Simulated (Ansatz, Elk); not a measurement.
# Zn2Bi: X-ray structure factors from the self-consistent density

The structure of Zn2Bi used here is made up (a known structure type with other elements) and was relaxed beforehand with PBEsol. The aim is the Fourier transform of its all-electron density, F(hkl), set beside the sum over free spherical atoms that refinements use.

Calculated with Elk 11.2.3 (patched build); DFT, PBE, all-electron APW+lo, Dirac cores, scalar-relativistic bands, static density, no spin.

This account leaves out most program logs.

The structure was built from a prototype and need not be the compound's stable phase.

### Step 1. The starting structure

Symmetry: Fd-3m, No. 227, cubic system. Conventional cell: a = 7.794 Å, b = 7.794 Å, c = 7.794 Å, α = 90.00°, β = 90.00°, γ = 90.00°. Nearest to Bi lie 12 Zn at 3.23 Å and 4 Bi at 3.38 Å. Nearest to Zn lie 6 Zn at 2.76 Å and 6 Bi at 3.23 Å. Farther neighbours are not listed.

Coordinates:

```cif
data_structure
_symmetry_space_group_name_H-M 'P 1'
_symmetry_Int_Tables_number 1
_cell_length_a 5.5115
_cell_length_b 5.5115
_cell_length_c 5.5115
_cell_angle_alpha 60.000
_cell_angle_beta 60.000
_cell_angle_gamma 60.000
_cell_volume 118.38
loop_
_atom_site_label
_atom_site_type_symbol
_atom_site_fract_x
_atom_site_fract_y
_atom_site_fract_z
_atom_site_occupancy
Bi1 Bi 0.25000 0.25000 0.25000 1
Bi2 Bi 0.00000 0.00000 0.00000 1
Zn3 Zn 0.62500 0.62500 0.12500 1
Zn4 Zn 0.62500 0.12500 0.62500 1
Zn5 Zn 0.12500 0.62500 0.62500 1
Zn6 Zn 0.62500 0.62500 0.62500 1
```

### Step 2. Ground state and structure factors

An all-electron density is needed, since X-rays see the cores too. Task 0 finds the density and task 195 Fourier-transforms it; tshift is off so that phases refer to the origin typed.

elk.in

```
tasks
  0
  195

xctype
  20

spinpol
  .false.

rgkmax
  7.0

gmaxvr
  14.0

lmaxo
  7

lmaxapw
  8

swidth
  0.002

tshift
  .false.

ramdisk
  .false.

hmaxvr
  5.5

maxscl
  120

epspot
  1e-06

sppath
  './'

avec
  0.00000000000 7.36462210601 7.36462210601
  7.36462210601 0.00000000000 7.36462210601
  7.36462210601 7.36462210601 -0.00000000000

atoms
  2
  'Bi.in'
  2
  0.2500000000 0.2500000000 0.2500000000   0.000000 0.000000 0.000000
  0.0000000000 0.0000000000 -0.0000000000   0.000000 0.000000 0.000000
  'Zn.in'
  4
  0.6250000000 0.6250000000 0.1250000000   0.000000 0.000000 0.000000
  0.6250000000 0.1250000000 0.6250000000   0.000000 0.000000 0.000000
  0.1250000000 0.6250000000 0.6250000000   0.000000 0.000000 0.000000
  0.6250000000 0.6250000000 0.6250000000   0.000000 0.000000 0.000000

ngridk
  5 5 5
```

Command:

```console
> OMP_NUM_THREADS=4 elk
```

The job ended after 39 s (4 threads of Arm Neoverse V1, shared host; peak memory 0.26 GiB).

SFACRHO.OUT:

```text

h k l indices transformed by vhmat matrix:
   1.000000000       0.000000000       0.000000000    
   0.000000000       1.000000000       0.000000000    
   0.000000000       0.000000000       1.000000000    

      h      k      l  multipl.   |H|            Re(F)            Im(F)           |F|

      0      0      0      1   0.0000000       286.00000      0.77129817E-16   286.00000    
      0      1      0      4  0.73885639       38.561511       38.561511       54.534211    
      0     -1      0      4  0.73885639       38.561511      -38.561511       54.534211    
      1      0      1      6  0.85315787     -0.63826022E-14  0.11086683E-13  0.12792660E-13
     -2     -1     -1     12   1.2065474       143.38100     -0.43043809E-14   143.38100    
      1      0      2     12   1.4148023       102.50224      -102.50224       144.96006    
     -2     -1      0     12   1.4148023       102.50224       102.50224       144.96006    
      0     -2      0      4   1.4777128     -0.11335255E-13  -93.100026       93.100026    
      0      0      2      4   1.4777128     -0.16402075E-13   93.100026       93.100026    
      0     -2     -2      6   1.7063157       43.151817      0.37689596E-13   43.151817    
      2     -1      0     12   1.8594145       33.873330       33.873330       47.904122    
      0      1     -2     12   1.8594145       33.873330      -33.873330       47.904122    
     -2     -1      1     24   1.9077190      0.51912701E-14 -0.55433416E-14  0.75945982E-14
      1      1     -2     12   2.0898015       122.79076      0.15232765E-13   122.79076    
      3      0      1     12   2.0898015       122.79076     -0.30531945E-13   122.79076    
      3      0      0      4   2.2165692       87.574806      -87.574806       123.84948    
     -3     -2      0     12   2.2165692       87.573593      -87.573593       123.84776    
     -3     -3     -1     12   2.2165692       87.573593       87.573593       123.84776
```

Elk indexes on the primitive cell of elk.in and gives |H| = 4π sin θ/λ in inverse bohr. Below, one row stands for each form hkl of the conventional cell (m members, Friedel mates merged), F is for one primitive cell and the density is static (no thermal factor). Free-atom factors are Waasmaier and Kirfel's, and R is Σm||F|−|F'||/Σm|F|.

```
hkl   m  sin θ/λ (Å⁻¹)  abs F, DFT  neutral atoms   diff.  abs of complex diff.
111   8          0.111      54.534         54.610  -0.076                 0.076
200   6          0.128       0.000          0.000  +0.000                 0.000
220  12          0.181     143.381        143.473  -0.092                 0.092
311  24          0.213     144.960        145.452  -0.492                 0.492
222   8          0.222      93.100         93.911  -0.811                 0.811
400   6          0.257      43.152         42.376  +0.776                 0.776
331  24          0.280      47.904         47.537  +0.367                 0.367
420  24          0.287       0.000          0.000  +0.000                 0.000
422  24          0.314     122.791        122.768  +0.023                 0.023
333   8          0.333     123.849        124.065  -0.216                 0.216
511  24          0.333     123.848        124.065  -0.217                 0.217
440  12          0.363     190.089        190.398  -0.309                 0.309
531  48          0.380      44.463         44.336  +0.127                 0.127
442  24          0.385       0.013          0.000  +0.013                 0.013
600   6          0.385       0.000          0.000  +0.000                 0.000
620  24          0.406     110.409        110.407  +0.002                 0.002
533  24          0.421     110.243        110.311  -0.068                 0.068
622  24          0.425      66.416         66.540  -0.124                 0.124
```

### Step 3. The highest occupied states alone

An energy window below the Fermi level keeps the highest occupied states, to see at which angles they scatter; shallow core shells can lie inside it and anion s states outside. No new self-consistency is needed.

elk.in: that of step 2 with these lines changed.

```diff
@@ -1,3 +1,2 @@
 tasks
-  0
   195
@@ -40,2 +39,5 @@
 
+wsfac
+  -0.288490 0.562750
+
 sppath
```

Command:

```console
> OMP_NUM_THREADS=4 elk
```

Elapsed: 17 s, on 4 threads; peak memory 0.19 GiB; 20 s of CPU time.

States within 15 eV below the Fermi level hold 58.00 electrons; any levels below the window count with the cores. Their amplitudes can exceed the total, where window and core parts have opposite phase:

```
hkl  sin θ/λ (Å⁻¹)  abs F, window  abs F, all
111          0.111         16.674      54.534
200          0.128          0.000       0.000
220          0.181          1.230     143.381
311          0.213         14.585     144.960
222          0.222         27.807      93.100
400          0.257         25.023      43.152
331          0.280         11.720      47.904
420          0.287          0.000       0.000
422          0.314          0.266     122.791
333          0.333          9.497     123.849
```

### Step 4. Another try

In this try the input is made faulty on purpose, to show what that does.

The input is changed as shown.

elk.in: that of step 3 with these lines changed.

```diff
@@ -1,2 +1,3 @@
 tasks
+  0
   195
@@ -10,3 +11,3 @@
 rgkmax
-  7.0
+  3.5
 
@@ -34,3 +35,3 @@
 maxscl
-  120
+  60
 
@@ -38,5 +39,2 @@
   1e-06
-
-wsfac
-  -0.288490 0.562750
```

Command:

```console
> OMP_NUM_THREADS=4 elk
```

It took 33 s on 4 threads; peak memory 0.25 GiB.

The run finished. A setting was moved off its sound value on purpose, so it serves as a test and not as the result.

The fault put into the input: a cutoff far too low.

Its structure factors differ from the first run's by R = 0.1 %.

### Step 5. Another functional

The difference from free atoms is small, so it is set against the change that LDA (Perdew-Wang) makes.

elk.in: that of step 4 with these lines changed.

```diff
@@ -5,3 +5,3 @@
 xctype
-  20
+  3
 
@@ -11,3 +11,3 @@
 rgkmax
-  3.5
+  7.0
 
@@ -35,3 +35,3 @@
 maxscl
-  60
+  120
```

Command:

```console
> OMP_NUM_THREADS=4 elk
```

It took 24 s on 4 threads; peak memory 0.19 GiB.

Against the first run R = 0.02 %; the largest change is -0.091 at 440.

### Step 6. Basis size

A smaller basis shows how fast F responds to it; the change is likely larger than the basis error of the first run, but doesn't show convergence.

elk.in: that of step 5 with these lines changed.

```diff
@@ -5,3 +5,3 @@
 xctype
-  3
+  20
 
@@ -11,3 +11,3 @@
 rgkmax
-  7.0
+  5.5
```

Command:

```console
> OMP_NUM_THREADS=4 elk
```

Wall time 34 s (4 threads); peak memory 0.25 GiB.

Against the first run R = 0.01 %; the largest change is +0.123 at 440.

### Step 7. Settings against the effect

```
              run  R against the first run (%)  R against neutral atoms, low angle (%)  wall time
    PBE, rgkmax 7                         0.00                                    0.43       39 s
LDA (Perdew-Wang)                         0.02                                    0.44       24 s
       rgkmax 5.5                         0.01                                    0.42       34 s
```

### Step 8. What came out

```json
{
  "R against neutral atoms, sin θ/λ < 0.3 Å⁻¹": "0.43 %",
  "R against neutral atoms, 0.3 to 0.82 Å⁻¹": "0.10 %"
}
```

What this shows: Independent neutral atoms miss the calculated amplitudes by R = 0.43 % below 0.3 Å⁻¹ and 0.10 % from there to 0.82 Å⁻¹; by shells, 0.14 % below 0.15 Å⁻¹ (1 form), 0.45 % 0.15 to 0.3 (5 forms), 0.12 % 0.3 to 0.45 (10 forms), 0.09 % above 0.45 (51 forms). Bonding, aspherical density and the tables' own atoms all enter these figures, and the runs don't part them. The largest change of an amplitude is -0.81 electrons, at 222. The window's part falls from 58.0 electrons at the origin to at most 9.84 between 0.45 and 0.82 Å⁻¹, where compact states inside the window still scatter. Below 0.3 Å⁻¹ the changes that finished (LDA (Perdew-Wang) and rgkmax 5.5) move F by R = 0.01 % at most, against the 0.43 % that separates it from free atoms. The k-mesh has no finished test. Spin-orbit coupling is left out, which can matter for elements this heavy. Part of the difference isn't bonding: the tables are fits to free atoms and ions calculated by other methods than this functional. Thermal motion, anomalous dispersion and extinction are left out.

[Logs are printed without paths, hosts, clocks, repeated set-up lines and the standing remarks that a program may print on its own settings, such as how far it seeks lower states.]

[Hosts, paths, dates, database ids (printed as entryN), source tags and the programs' standing remarks are cut or masked in the printed files.]
